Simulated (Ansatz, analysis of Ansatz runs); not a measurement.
# Li2SnF6 (P-31m), Li_i by the interstitialcy path: barriers by charge state

Aim: compare the barrier of one jump in Li2SnF6 (P-31m) across charge states. The case: Li_i by the interstitialcy path, in a cell of 72 host atoms with 1 Li put in.

Program: analysis of Ansatz runs 0.2.0. Level of theory: migration barriers of one hop by charge state from climbing-image bands, PBEsol; no image-charge correction, which largely cancels along a path. Results are calculated unless marked as measured.

## Step 1: Starting point

The cell holds 73 atoms: 17 Li, 8 Sn and 48 F. Cell: a = 9.926 Å, b = 9.926 Å, c = 9.129 Å, α = 90.0°, β = 90.0°, γ = 120.0°. It derives from Li2SnF6 (space group P-31m). Nearest the centre at fractional (0.333, 0.167, 0.348): Li73 at 0.89 Å, Li1 at 0.89 Å, F5 at 1.69 Å, F7 at 1.69 Å, F45 at 1.69 Å, F4 at 2.62 Å, F44 at 2.62 Å, F6 at 2.62 Å.

As a file:

```xyz
73
Lattice="9.9260 0.0000 0.0000 -4.9630 8.5962 0.0000 0.0000 0.0000 9.1294" Properties=species:S:1:pos:R:3 pbc="T T T"
Li    2.4815    1.4327    2.2824
Li    0.0000    2.8654    2.2824
Sn    0.0000    0.0000    0.0000
F     0.8091    1.4014    1.1563
F     1.6724    2.8967    3.4084
F     3.3448    0.0000    1.1563
F     1.6182    0.0000    3.4084
F    -1.6724    2.8967    1.1563
F    -0.8091    1.4014    3.4084
Li    2.4815    1.4327    6.8471
Li    0.0000    2.8654    6.8471
Sn    0.0000    0.0000    4.5647
F     0.8091    1.4014    5.7210
F     1.6724    2.8967    7.9731
F     3.3448    0.0000    5.7210
F     1.6182    0.0000    7.9731
F    -1.6724    2.8967    5.7210
F    -0.8091    1.4014    7.9731
Li    0.0000    5.7308    2.2824
Li   -2.4815    7.1635    2.2824
Sn   -2.4815    4.2981    0.0000
F    -1.6724    5.6995    1.1563
F    -0.8091    7.1948    3.4084
F     0.8633    4.2981    1.1563
F    -0.8633    4.2981    3.4084
F    -4.1539    7.1948    1.1563
F    -3.2906    5.6995    3.4084
Li    0.0000    5.7308    6.8471
Li   -2.4815    7.1635    6.8471
Sn   -2.4815    4.2981    4.5647
F    -1.6724    5.6995    5.7210
F    -0.8091    7.1948    7.9731
F     0.8633    4.2981    5.7210
F    -0.8633    4.2981    7.9731
F    -4.1539    7.1948    5.7210
F    -3.2906    5.6995    7.9731
Li    7.4445    1.4327    2.2824
Li    4.9630    2.8654    2.2824
Sn    4.9630    0.0000    0.0000
F     5.7721    1.4014    1.1563
F     6.6354    2.8967    3.4084
F     8.3078    0.0000    1.1563
F     6.5812    0.0000    3.4084
F     3.2906    2.8967    1.1563
F     4.1539    1.4014    3.4084
Li    7.4445    1.4327    6.8471
Li    4.9630    2.8654    6.8471
Sn    4.9630    0.0000    4.5647
F     5.7721    1.4014    5.7210
F     6.6354    2.8967    7.9731
F     8.3078    0.0000    5.7210
F     6.5812    0.0000    7.9731
F     3.2906    2.8967    5.7210
F     4.1539    1.4014    7.9731
Li    4.9630    5.7308    2.2824
Li    2.4815    7.1635    2.2824
Sn    2.4815    4.2981    0.0000
F     3.2906    5.6995    1.1563
F     4.1539    7.1948    3.4084
F     5.8263    4.2981    1.1563
F     4.0997    4.2981    3.4084
F     0.8091    7.1948    1.1563
F     1.6724    5.6995    3.4084
Li    4.9630    5.7308    6.8471
Li    2.4815    7.1635    6.8471
Sn    2.4815    4.2981    4.5647
F     3.2906    5.6995    5.7210
F     4.1539    7.1948    7.9731
F     5.8263    4.2981    5.7210
F     4.0997    4.2981    7.9731
F     0.8091    7.1948    5.7210
F     1.6724    5.6995    7.9731
Li    2.4815    1.4327    4.0687
```

The cell's shortest repeat is 9.1 Å.

## Step 2: The bands

Climbing-image bands with Ansatz at one point at (¼, ¼, ¼), on 4 threads of Arm Neoverse V1, shared host:

| charge | moment (μB) | images | iterations | energies along the band (eV) | time |
| --- | --- | --- | --- | --- | --- |
| +1 | 0 | 5 | 7 | 0.00, 0.12, 0.22, 0.16, 0.21, 0.14, 0.00 | 12 min |
| 0 | 1 | 5 | 9 | 0.00, 0.22, 0.36, 0.48, 0.36, 0.21, 0.00 | 38 min |

## Step 3: Barriers and rates

Arrhenius rates with an assumed prefactor of 1e13 per second. Hop rate against temperature:

| temperature (K) | charge +1 (1/s) | charge +0, moment 1 (1/s) |
| --- | --- | --- |
| 200 | 3.2e7 | 6.48 |
| 300 | 2.2e9 | 74851 |
| 400 | 1.8e10 | 8.0e6 |
| 600 | 1.5e11 | 8.7e8 |
| 800 | 4.2e11 | 9.0e9 |
| 1000 | 7.9e11 | 3.6e10 |

## Step 4: Outcome

```json
{
  "barrier at charge plus 1": "0.22 eV",
  "barrier at charge 0, 1 μB": "0.48 eV"
}
```

What this shows: The barrier is lowest at charge +1 (0.22 eV) and highest at 0 (0.48 eV). No image-charge correction is applied. The order of the top as a saddle was not checked for all atoms, so a bent path could be lower. Limits: one k-point off the zone centre stands for the whole zone; spin–orbit coupling, which can matter with heavy atoms, is left out.

[Logs are printed without paths, hosts, clocks, repeated set-up lines and the standing remarks that a program may print on its own settings, such as how far it seeks lower states.]

[Hosts, paths, dates, database ids (printed as entryN), source tags and the programs' standing remarks are cut or masked in the printed files.]
